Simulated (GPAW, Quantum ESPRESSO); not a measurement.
# Near-edge structure at the Ag L₃ edge of CdAg (Pm-3m)

Aim: the near-edge shape at the Ag L₃ edge of CdAg (Pm-3m), and what the core hole does to it.

Method: X-ray absorption from dipole matrix elements to empty bands, plane-wave PAW LDA, in GPAW 26.7.0.

**1. The structure**

Symmetry: Pm-3m, No. 221, cubic system. Conventional cell: a = 3.330 Å, b = 3.330 Å, c = 3.330 Å, α = 90.00°, β = 90.00°, γ = 90.00°. Nearest to Cd lie 8 Ag at 2.88 Å. Nearest to Ag lie 8 Cd at 2.88 Å. Farther neighbours are not listed.

Structure file:

```xyz
2
Lattice="3.3300 0.0000 0.0000 0.0000 3.3300 0.0000 0.0000 0.0000 3.3300" Properties=species:S:1:pos:R:3 pbc="T T T"
Cd    1.6650    1.6650    1.6650
Ag    0.0000    0.0000    0.0000
```

**2. Ground state of the crystal**

The ground state comes first: it tells whether the system has a gap, which decides how the excited electron is treated.

scf.py

```python
import numpy as np
from ase import Atoms
from ase.parallel import parprint, paropen
from gpaw import GPAW, PW, FermiDirac, Mixer, MixerDif, setup_paths
from gpaw.test import gen
setup_paths.insert(0, '.')
gen('Ag', name='nch2p', xcname='LDA', corehole=(2, 1, 0), write_xml=True)
from gpaw.mpi import world
world.barrier()

atoms = Atoms('CdAg',
    cell=[[3.33, 0, 0],
     [0, 3.33, 0],
     [0, 0, 3.33]],
    scaled_positions=[[0.5, 0.5, 0.5],
     [0, 0, 0]],
    pbc=True)
atoms.calc = calc = GPAW(legacy_gpaw=True, mode=PW(500), xc='LDA', setups={1: 'nch2p'},
    kpts={'size': (7, 7, 7), 'gamma': True}, occupations=FermiDirac(0.05),
    charge=0, mixer=Mixer(0.1, 5, 50), maxiter=150,
    convergence={'density': 0.0001}, txt='scf.txt')
energy = atoms.get_potential_energy() + calc.get_reference_energy()
ef = calc.get_fermi_level()
out = dict(energy=energy, fermi=ef, forces=atoms.get_forces().tolist())
parprint(f'all-electron energy {energy:.4f} eV, Fermi level {ef:.4f} eV')
ev = np.array([[calc.get_eigenvalues(k, s) for k in range(len(calc.get_ibz_k_points()))] for s in range(calc.get_number_of_spins())])
out['homo'], out['lumo'], out['counts'] = ev[ev < ef].max(), ev[ev > ef].min(), sorted(set((ev < ef).sum((0, 2)).tolist()))
out['filled'] = (ev[:, 0] < ef).sum(1).tolist()
import json
with paropen('out.json', 'w') as f:
    json.dump(out, f)
```

Command:

```bash
> OMP_NUM_THREADS=1 mpirun -n 4 gpaw python scf.py
```

Numbers of over 12 decimals in the logs are rounded to 6 here.

What it wrote:

```text
Input parameters:
  convergence: {density: 0.0001}
  kpts: {gamma: True,
         size: (7, 7, 7)}
  maxiter: 150
  mixer: {backend: pulay,
          beta: 0.1,
          method: separate,
          nmaxold: 5,
          weight: 50}
  mode: {ecut: 500.0,
         name: pw}
  occupations: {fixmagmom: False,
                name: fermi-dirac,
                width: 0.05}
  setups: {1: nch2p}

Initialize ...

[... PAW data sets ...]

Reference energy: -296500.498905  # eV

Spin-paired calculation

[... convergence settings ...]
Symmetries present (total): 48
  [... symmetry matrices ...]

343 k-points: 7 x 7 x 7 Monkhorst-Pack grid
20 k-points in the irreducible part of the Brillouin zone
       k-points in crystal coordinates                weights
   0:     0.00000000    0.00000000    0.00000000          1/343
   1:     0.14285714    0.00000000    0.00000000          6/343
   2:     0.14285714    0.14285714    0.00000000         12/343
   3:     0.14285714    0.14285714    0.14285714          8/343
   4:     0.28571429    0.00000000    0.00000000          6/343
   5:     0.28571429    0.14285714    0.00000000         24/343
   6:     0.28571429    0.14285714    0.14285714         24/343
   7:     0.28571429    0.28571429    0.00000000         12/343
   8:     0.28571429    0.28571429    0.14285714         24/343
   9:     0.28571429    0.28571429    0.28571429          8/343
          ...
  19:     0.42857143    0.42857143    0.42857143          8/343

Wave functions: Plane wave expansion
  Cutoff energy: 500.000 eV
  Number of coefficients (min, max): 925, 947
  Pulay-stress correction: 0.000000 eV/Ang^3 (de/decut=0.000000)
  Using FFTW library
  Wavefunction extrapolation:
    Improved wavefunction reuse through dual PAW basis

Occupation numbers: Fermi-Dirac:
  width: 0.0500  # eV

Eigensolver
   Davidson(niter=2)

Densities:
  Coarse grid: 18*18*18 grid
  Fine grid: 36*36*36 grid
  Total Charge: 0.000000

Density mixing:
  Method: separate
  Backend: pulay
  Linear mixing parameter: 0.1
  old densities: 5
  Width of damping distribution: 1.1
  Damping of long wavelength oscillations: 50

[... Hamiltonian set-up ...]
Number of atoms: 2
Number of atomic orbitals: 21
Number of bands in calculation: 21
Number of valence electrons: 29
Bands to converge: occupied

... initialized

Initializing position-dependent things.

Density initialized from atomic densities
Creating initial wave functions:
  21 bands from LCAO basis set

Positions:
   0 Cd     1.665000    1.665000    1.665000    ( 0.0000,  0.0000,  0.0000)
   1 Ag     0.000000    0.000000    0.000000    ( 0.0000,  0.0000,  0.0000)

Unit cell:
           periodic     x           y           z      points  spacing
  1. axis:    yes    3.330000    0.000000    0.000000    18     0.1850
  2. axis:    yes    0.000000    3.330000    0.000000    18     0.1850
  3. axis:    yes    0.000000    0.000000    3.330000    18     0.1850

  Lengths:   3.330000   3.330000   3.330000
  Angles:   90.000000  90.000000  90.000000

Effective grid spacing dv^(1/3) = 0.1850

iter:   1    -6.197388
iter:   2    -6.023585   -2.19  -1.46
iter:   3    -5.821214   -2.28  -1.53
iter:   4    -5.825365   -2.91  -1.83
iter:   5    -5.807483   -2.93  -1.97
iter:   6    -5.796081   -3.33  -2.97
iter:   7    -5.795932c  -5.25  -3.35
iter:   8    -5.796419c  -4.35  -3.51
iter:   9    -5.795795c  -4.81  -3.58
iter:  10    -5.795792c  -6.47  -4.44c
iter:  11    -5.795795c  -7.14  -4.52c
iter:  12    -5.795792c  -7.41c -4.58c

Converged after 12 iterations.

Dipole moment: (-0.000000, -0.000000, -0.000000) |e|*Ang

Energy contributions relative to reference atoms: (reference = -296500.498905)

Kinetic:         -1.514749
Potential:       +1.617372
External:        +0.000000
XC:              -6.136259
Entropy (-ST):   -0.005507
Local:           +0.240597
SIC:             +0.000000
--------------------------
Free energy:     -5.798545
Extrapolated:    -5.795792

Showing only first 2 kpts
 Kpt  Band  Eigenvalues  Occupancy
  0    12      3.90353    2.00000
  0    13      3.90353    2.00000
  0    14     13.06482    0.00000
  0    15     13.06482    0.00000

  1    12      3.75858    2.00000
  1    13      3.86973    2.00000
  1    14     11.07399    0.00000
  1    15     13.62284    0.00000

Fermi level: 8.24821

No gap
No difference between direct/indirect transitions

Forces in eV/Ang:
  0 Cd   -0.00000   -0.00000   -0.00000
  1 Ag   -0.00000   -0.00000   -0.00000
Scalar-relativistic atomic LDA calculation for Ag (Silver, Z=47)
Core hole in 2p state (2p occupation: 6.0)
750 radial gridpoints.
|------------------------------------------------|
|------------------------------------------------|
[... the atom generator's iteration count ...]

Energy contributions:
-------------------------
Kinetic:    +5510.000836
XC:          -144.101411
Potential: -10674.873107
-------------------------
Total:      -5308.973682

state      eigenvalue         ekin         rmax
-----------------------------------------------
1s^2.0 :  -928.776947  1179.357643        0.020
2s^2.0 :  -136.824728   242.894140        0.114
2p^6.0 :  -122.903624   232.029195        0.091
3s^2.0 :   -25.066491    67.390895        0.333
3p^6.0 :   -20.478896    62.614659        0.326
3d^10.0:   -13.189680    56.492786        0.273
4s^2.0 :    -3.490816    17.123243        0.822
4p^6.0 :    -2.156374    14.169811        0.875
4d^10.0:    -0.281652     7.720670        1.037
5s^1.0 :    -0.173029     1.452445        2.486
5p^0.0 :    -0.031010     0.511555        3.670
-----------------------------------------------
(units: Bohr and Hartree)

Generating PAW setup
Kinetic energy of the core from tauc = 5480.834994470543
Cutoffs:
rc(s)=2.430
rc(p)=2.510
rc(d)=2.230
rc(vbar)=2.460
rc(comp)=2.370
rc(nct)=2.510

Kinetic energy of the core states: 5346.322821
Charge: 0.0
Core electrons: 30.0
Valence electrons: 17.0
Pseudo-core charge: 0.069447
Shape function alpha=1.780
Pseudo-electron charge 6.189384
state    eigenvalue         norm
--------------------------------
5s(1) :    -0.173029     1.052842
*s    :     0.826971
4p(6) :    -2.156374     0.098157
5p(0) :    -0.031010     1.000632
4d(10):    -0.281652     0.447815
*d    :     0.718348
--------------------------------

Diagonalizing with gridspacing h=0.050

state   all-electron     PAW
-------------------------------
5s:      -0.173029    -0.173164
4p:      -2.156374    -2.156890
4d:      -0.281652    -0.282465
*f:                    0.070818
-------------------------------
all-electron energy -296506.2947 eV, Fermi level 8.2482 eV
```

Elapsed: 5.2 s, on 4 MPI ranks of Arm Neoverse V2, shared host; peak memory 0.17 GiB; 20 s of CPU time.

The mesh shows no gap, so the system is treated as a metal and the core electron is put at the Fermi level (neutral cell).

**3. Spectrum without a core hole, Ag atom 2**

Without a hole the spectrum is the empty density of states of the right symmetry on the absorber, weighted by matrix elements. It needs only the small cell and serves as the baseline. The data set with a hole of occupation 0 only carries the core orbital.

The absorber has 8 Cd at 2.88 Å and 6 Ag at 3.33 Å (cube and octahedron, as in bcc, site symmetry m-3m).

xas.py

```python
import numpy as np
from ase import Atoms
from ase.parallel import parprint, paropen
from gpaw import GPAW, PW, FermiDirac, Mixer, MixerDif, setup_paths
from gpaw.test import gen
setup_paths.insert(0, '.')
gen('Ag', name='nch2p', xcname='LDA', corehole=(2, 1, 0), write_xml=True)
from gpaw.mpi import world
world.barrier()

atoms = Atoms('CdAg',
    cell=[[3.33, 0, 0],
     [0, 3.33, 0],
     [0, 0, 3.33]],
    scaled_positions=[[0.5, 0.5, 0.5],
     [0, 0, 0]],
    pbc=True)
atoms.calc = calc = GPAW(legacy_gpaw=True, mode=PW(500), xc='LDA', setups={1: 'nch2p'},
    kpts={'size': (10, 10, 10), 'gamma': True}, occupations=FermiDirac(0.1),
    charge=0, mixer=Mixer(0.1, 5, 50), maxiter=150,
    convergence={'density': 0.0001}, txt='scf.txt')
energy = atoms.get_potential_energy() + calc.get_reference_energy()
ef = calc.get_fermi_level()
out = dict(energy=energy, fermi=ef, forces=atoms.get_forces().tolist())
parprint(f'all-electron energy {energy:.4f} eV, Fermi level {ef:.4f} eV')
ev = np.array([[calc.get_eigenvalues(k, s) for k in range(len(calc.get_ibz_k_points()))] for s in range(calc.get_number_of_spins())])
out['homo'], out['lumo'], out['counts'] = ev[ev < ef].max(), ev[ev > ef].min(), sorted(set((ev < ef).sum((0, 2)).tolist()))
out['filled'] = (ev[:, 0] < ef).sum(1).tolist()

from ase.units import Ha
from gpaw.xas import dipole_matrix_elements
nb = int(calc.get_number_of_electrons() / 2) + 25
top = nb
nscf = calc.fixed_density(kpts={'size': (9, 9, 9), 'gamma': True},
    convergence={'eigenstates': 1.0}, txt='nscf.txt')
nscf.diagonalize_full_hamiltonian(nbands=nb)
cell = atoms.cell.array
ops = [cell.T @ U.T @ np.linalg.inv(cell.T) for U in nscf.wfs.kd.symmetry.op_scc]
E = np.arange(-25, 34, 0.1)
fwhm = np.interp(E, [4, 25], [2.4, 3.5])
Y, X, zero, highest = 0, 0, 1e9, 1e9
for spin in range(nscf.get_number_of_spins()):
    wfs = nscf.wfs
    A = dipole_matrix_elements(wfs.setups[1])
    eps = np.zeros((wfs.kd.nibzkpts, nb))
    d = np.zeros((3, A.shape[1], wfs.kd.nibzkpts, nb), complex)
    for kpt in wfs.kpt_u:
        if kpt.s == spin and 1 in kpt.P_ani:
            eps[kpt.k] = kpt.eps_n * Ha
            d[:, :, kpt.k] = (kpt.weight * wfs.nspins / 2) ** 0.5 * np.inner(A, kpt.P_ani[1])
    world.sum(eps)
    world.sum(d)
    T = np.einsum('amkn,bmkn->abkn', d, d.conj()).real
    T = sum(np.einsum('ai,ijkn,bj->abkn', R, T, R) for R in ops) / len(ops)
    empty = eps > ef
    zero, highest = min(zero, eps[empty].min()), min(highest, eps[:, top - 1].min())
    lines = [(eps, T, empty)] if spin == 0 else lines + [(eps, T, empty)]
for eps, T, empty in lines:
    f = np.einsum('aakn->akn', T).reshape(3, -1)
    x = eps.ravel() - zero
    w = np.interp(x, E, fwhm) / 2.35482
    g = np.exp(-0.5 * ((E[:, None] - x) / w) ** 2) / (w * (2 * np.pi) ** 0.5)
    Y = Y + (f * empty.ravel()) @ g.T
    X = X + (f * ~empty.ravel()) @ g.T
out.update(E=E.round(2).tolist(), xas=Y.tolist(), xes=X.tolist(), zero=zero, valid=highest - zero, nk=len(eps), nb=nb)
for i in range(0, len(E), 10):
    parprint(f'{E[i]:7.2f}', *(f'{v:10.3e}' for v in Y[:, i]))
import json
with paropen('out.json', 'w') as f:
    json.dump(out, f)
```

Command:

```bash
> OMP_NUM_THREADS=1 mpirun -n 4 gpaw python xas.py
```

What it wrote:

```text
Input parameters:
  convergence: {density: 0.0001}
  kpts: {gamma: True,
         size: (10, 10, 10)}
  maxiter: 150
  mixer: {backend: pulay,
          beta: 0.1,
          method: separate,
          nmaxold: 5,
          weight: 50}
  mode: {ecut: 500.0,
         name: pw}
  occupations: {fixmagmom: False,
                name: fermi-dirac,
                width: 0.1}
  setups: {1: nch2p}

Initialize ...

[...]
*d    :     0.718348
--------------------------------

Diagonalizing with gridspacing h=0.050

state   all-electron     PAW
-------------------------------
5s:      -0.173029    -0.173164
4p:      -2.156374    -2.156890
4d:      -0.281652    -0.282465
*f:                    0.070818
-------------------------------
all-electron energy -296506.2822 eV, Fermi level 8.2015 eV
[...]
32.00  3.721e-06  3.721e-06  3.721e-06
  33.00  4.204e-06  4.204e-06  4.204e-06
[key lines of the parts left out:]
Converged after 13 iterations.
Dipole moment: (-0.000000, -0.000000, -0.000000) |e|*Ang
Free energy:     -5.792926
Fermi level: 8.20152
```

The job ended after 25 s (4 MPI ranks; peak memory 0.28 GiB; 98 s of CPU time).

The Ag L₃ spectrum, Ag atom 2, no core hole (energy from the lowest empty level; intensity scaled to a mean of 1 over the first 20 eV):

```csv
E (eV),intensity
-2.0,0.03
-1.5,0.08
-1.0,0.17
-0.5,0.32
0.0,0.49
0.5,0.67
1.0,0.85
1.5,1.00
2.0,1.11
2.5,1.14
3.0,1.13
3.5,1.08
4.0,1.05
4.5,1.03
5.0,1.02
5.5,1.00
6.0,0.99
6.5,0.97
7.0,0.94
7.5,0.91
8.0,0.89
8.5,0.87
9.0,0.87
9.5,0.89
10.0,0.92
10.5,0.96
11.0,0.99
11.5,1.02
12.0,1.02
12.5,1.00
13.0,0.94
13.5,0.87
14.0,0.81
14.5,0.77
15.0,0.77
15.5,0.82
16.0,0.91
16.5,1.03
17.0,1.15
17.5,1.26
18.0,1.33
18.5,1.37
19.0,1.36
19.5,1.32
20.0,1.27
20.5,1.22
21.0,1.17
21.5,1.13
22.0,1.12
22.5,1.12
23.0,1.13
23.5,1.15
24.0,1.17
24.5,1.19
25.0,1.18
25.5,1.16
26.0,1.13
26.5,1.08
27.0,1.03
27.5,0.97
28.0,0.93
28.5,0.89
29.0,0.87
29.5,0.86
30.0,0.85
30.5,0.86
31.0,0.88
31.5,0.91
32.0,0.96
```

Main maxima below 30 eV (height): 2.6 eV (1.14), 11.8 eV (1.02), 18.6 eV (1.37) and 24.6 eV (1.19). At an L edge the dipole rule selects empty d and s states; the absorber's d shell is nominally full, so the onset shows only d character mixed into the empty bands.

The same matrix elements for filled bands give the Ag L₃ emission of Ag atom 2 (ground-state approximation; energy from the lowest empty level, largest value 1):

```csv
E (eV),emission
-24.00,0.00
-23.25,0.00
-22.50,0.00
-21.75,0.00
-21.00,0.00
-20.25,0.00
-19.50,0.00
-18.75,0.00
-18.00,0.00
-17.25,0.00
-16.50,0.00
-15.75,0.00
-15.00,0.00
-14.25,0.00
-13.50,0.00
-12.75,0.00
-12.00,0.00
-11.25,0.00
-10.50,0.01
-9.75,0.02
-9.00,0.02
-8.25,0.03
-7.50,0.08
-6.75,0.26
-6.00,0.60
-5.25,0.94
-4.50,0.95
-3.75,0.63
-3.00,0.29
-2.25,0.11
-1.50,0.06
-0.75,0.03
0.00,0.02
0.75,0.01
1.50,0.00
2.25,0.00
3.00,0.00
```

Emission maxima: -4.8 eV (1.00).

**4. Supercell without a hole, the energy reference**

The photon energy needs a difference of total energies, so the cell and mesh of the coming hole run are first run without a hole.

Changes to scf.py since step 2:

```diff
@@ -10,11 +10,17 @@
 
-atoms = Atoms('CdAg',
-    cell=[[3.33, 0, 0],
-     [0, 3.33, 0],
-     [0, 0, 3.33]],
-    scaled_positions=[[0.5, 0.5, 0.5],
-     [0, 0, 0]],
+atoms = Atoms('Cd4Ag4',
+    cell=[[3.33, 3.33, 3.33],
+     [-3.33, 3.33, -3.33],
+     [-3.33, 3.33, 3.33]],
+    scaled_positions=[[0.5, 0, 0],
+     [0, 0.5, 0],
+     [0.5, 0.5, 0.5],
+     [0, 0, 0.5],
+     [0, 0, 0],
+     [0.5, 0.5, 0],
+     [0, 0.5, 0.5],
+     [0.5, 0, 0.5]],
     pbc=True)
-atoms.calc = calc = GPAW(legacy_gpaw=True, mode=PW(500), xc='LDA', setups={1: 'nch2p'},
-    kpts={'size': (7, 7, 7), 'gamma': True}, occupations=FermiDirac(0.05),
+atoms.calc = calc = GPAW(legacy_gpaw=True, mode=PW(500), xc='LDA', setups={4: 'nch2p'},
+    kpts={'size': (5, 5, 5), 'gamma': True}, occupations=FermiDirac(0.1),
     charge=0, mixer=Mixer(0.1, 5, 50), maxiter=150,
```

Command:

```bash
> OMP_NUM_THREADS=1 mpirun -n 4 gpaw python scf.py
```

What it wrote:

```text
Input parameters:
  convergence: {density: 0.0001}
  kpts: {gamma: True,
         size: (5, 5, 5)}
  maxiter: 150
  mixer: {backend: pulay,
          beta: 0.1,
          method: separate,
          nmaxold: 5,
          weight: 50}
  mode: {ecut: 500.0,
         name: pw}
  occupations: {fixmagmom: False,
                name: fermi-dirac,
                width: 0.1}
  setups: {4: nch2p}

Initialize ...

[...]
*s    :     0.826971
4p(6) :    -2.156374     0.098157
5p(0) :    -0.031010     1.000632
4d(10):    -0.281652     0.447815
*d    :     0.718348
--------------------------------

Diagonalizing with gridspacing h=0.050

state   all-electron     PAW
-------------------------------
5s:      -0.173029    -0.173164
4p:      -2.156374    -2.156890
4d:      -0.281652    -0.282465
*f:                    0.070818
-------------------------------
all-electron energy -1186025.0767 eV, Fermi level 8.3144 eV
[key lines of the parts left out:]
Converged after 13 iterations.
Dipole moment: (0.000000, 0.000000, 0.000000) |e|*Ang
Free energy:    -23.122361
Fermi level: 8.31442
```

The job ended after 19 s (4 MPI ranks; peak memory 0.23 GiB).

Reference energy: -1186025.077 eV with the cores included.

(Part 1 of 2 ends here.)

[Banner, clock and machine lines of the logs are left out without a mark of their own.]

[Logs are printed without paths, hosts, clocks, repeated set-up lines and the standing remarks that a program may print on its own settings, such as how far it seeks lower states.]

[Hosts, paths, dates, database ids (printed as entryN), source tags and the programs' standing remarks are cut or masked in the printed files.]

[Lists of maxima count a maximum above −3 eV only where it reaches 4 % of the highest in the window and stands out from its surroundings by 2 % of it (1.5 % where it reaches 55 %); shoulders and weaker maxima are passed over, and of the rest the first, up to two pre-edge ones and the few strongest are named.]
